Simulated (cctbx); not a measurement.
## Accept or mend?

Cell a = 4.1490 Å, b = 10.6610 Å, c = 10.8160 Å, α = 77.18°, β = 85.78°, γ = 89.82°; space group P-1 (no. 2).

Simulated single-crystal data (cctbx): Mo Kα, λ = 0.71073 Å, to d = 0.8 Å, 80 % of the full sphere, strongest reflection 20000 counts, noise from counting, a 4 % proportional error and a noise floor of 8 counts (s.d.); no absorption.

An anisotropic refinement with weights 1/σ² prints:

```text
Rint 0.032, 1831 unique reflections to 0.80 A
cycle     R1     wR2    GooF  max shift (A)
   1  0.3183  0.6192  10.192   0.12051
  12  0.1164  0.2999   4.936   0.27944
final R1 0.1156 wR2 0.2975 GooF 4.897  parameters 99  data/parameter 18.5
atom        x        y        z      Ueq    occ   su(xyz)  su(Uiso or U11)
Ce1    0.37666  0.43927  0.16994   0.0073  1.000  0.00054  0.0011
Br1    0.74845  0.17278  0.36032  -0.0211  1.000  0.00058  0.0009  NPD
Ce2    0.01673  0.75262  0.98204   0.0056  1.000  0.00052  0.0011
Ce3    0.37036  0.98196  0.17001   0.0079  1.000  0.00055  0.0011
Ce4    0.43089  0.69983  0.20401   0.0343  1.000  0.00093  0.0019
Cl1    0.81181  0.42691  0.39101   0.0072  1.000  0.00217  0.0041
Cl2    0.78997  0.88491  0.40516   0.0065  1.000  0.00242  0.0047  NPD
C1     0.42107  0.75055  0.84999   0.2199  1.000  0.03337  0.1481  NPD
C2     0.41863  0.81989  0.68512   0.3265  1.000  0.05400  0.2917  NPD
C3     0.89676  0.48132  0.03023   0.0102  1.000  0.00972  0.0199  NPD
C4     0.11057 -0.00605  0.96970   0.0206  1.000  0.00986  0.0150  NPD
difference map: max 24.32 min -9.46 rms 1.72
Q1    0.2342  0.8297  0.6371    2   24.52  0.08 A from Br1
Q2    0.3622  0.9867  0.1740    2   11.54  0.08 A from Ce3
Q3    0.0467  0.7471  0.9806    2   11.23  0.14 A from Ce2
Q4    0.3712  0.4415  0.1610    2    9.89  0.10 A from Ce1
Q5    0.2505  0.1983  0.2385    2    9.37  1.63 A from C1
Q6    0.4650  0.7938  0.8439    2    6.73  0.49 A from C1
```

Q: Accept it or mend it, and why?

Mend it. The fault: elements exchanged: Ce4 is Br and Br1 is Ce. Against the right model at the same level, R1 goes from 0.0230 to 0.1156 and GooF from 0.93 to 4.90, C2 takes U = 0.33 Å², C1 takes U = 0.22 Å², U of Br1 shrinks from 0.0064 to -0.0211 Å², U of Ce4 swells from 0.0079 to 0.0343 Å², the top difference peak, 24.5 e/Å³, lies on Br1 and Br1, Cl2, C1, C2, C3 and C4 go non-positive-definite. Ce4 has 23 electrons too many and its U swells to shed them, as expected; Br1 has 23 electrons too few and its U shrinks to make up, as expected. The fit had not settled when the cycles ran out.

The compound is Ce4C4BrCl2. The right model at the same level gives:

```text
Rint 0.032, 1831 unique reflections to 0.80 A
cycle     R1     wR2    GooF  max shift (A)
   1  0.0368  0.0908   1.494   0.01514
   3  0.0230  0.0563   0.927   0.00019
final R1 0.0230 wR2 0.0563 GooF 0.927  parameters 99  data/parameter 18.5
atom        x        y        z      Ueq    occ   su(xyz)  su(Uiso or U11)
Ce1    0.37627  0.43927  0.16952   0.0106  1.000  0.00010  0.0002
Ce2    0.74929  0.17262  0.36038   0.0064  1.000  0.00009  0.0002
Ce3    0.01716  0.75246  0.98200   0.0082  1.000  0.00009  0.0002
Ce4    0.37013  0.98232  0.17001   0.0109  1.000  0.00010  0.0002
Br1    0.43092  0.69952  0.20395   0.0079  1.000  0.00017  0.0003
Cl1    0.81165  0.42661  0.38980   0.0118  1.000  0.00042  0.0008
Cl2    0.78563  0.88546  0.40581   0.0128  1.000  0.00046  0.0009
C1     0.48158  0.78457  0.85308   0.0207  1.000  0.00219  0.0046
C2     0.74835  0.80278  0.76135   0.0132  1.000  0.00190  0.0037
C3     0.87655  0.48254  0.04023   0.0129  1.000  0.00187  0.0035
C4     0.12786  0.00240  0.95971   0.0235  1.000  0.00220  0.0044
difference map: max 1.28 min -1.48 rms 0.36
Q1    0.5126  0.0758  0.4910    2    1.33  1.72 A from Cl2
Q2    0.1601  0.9126  0.6472    2    1.31  1.00 A from Ce2
Q3    0.1977  0.2632  0.5071    2    1.28  1.66 A from Cl2
Q4    0.1176  0.1390  0.5532    2    1.28  0.63 A from Cl2
Q5    0.0585  0.7131  0.7474    2    1.27  1.62 A from C2
Q6    0.1914  0.1833  0.6949    2    1.24  1.44 A from Cl2
```

Isotropic U is held between 0.0001 and 1 Å² by the program, and listed peak heights are interpolated, so they can pass the grid's maximum.

The model was made for the exercise: a known structure type with other elements put in, its volume estimated, not relaxed; displacement parameters are assumed.

[Middle refinement cycles are left out of these outputs.]

[Logs are printed without paths, hosts, clocks, repeated set-up lines and the standing remarks that a program may print on its own settings, such as how far it seeks lower states.]
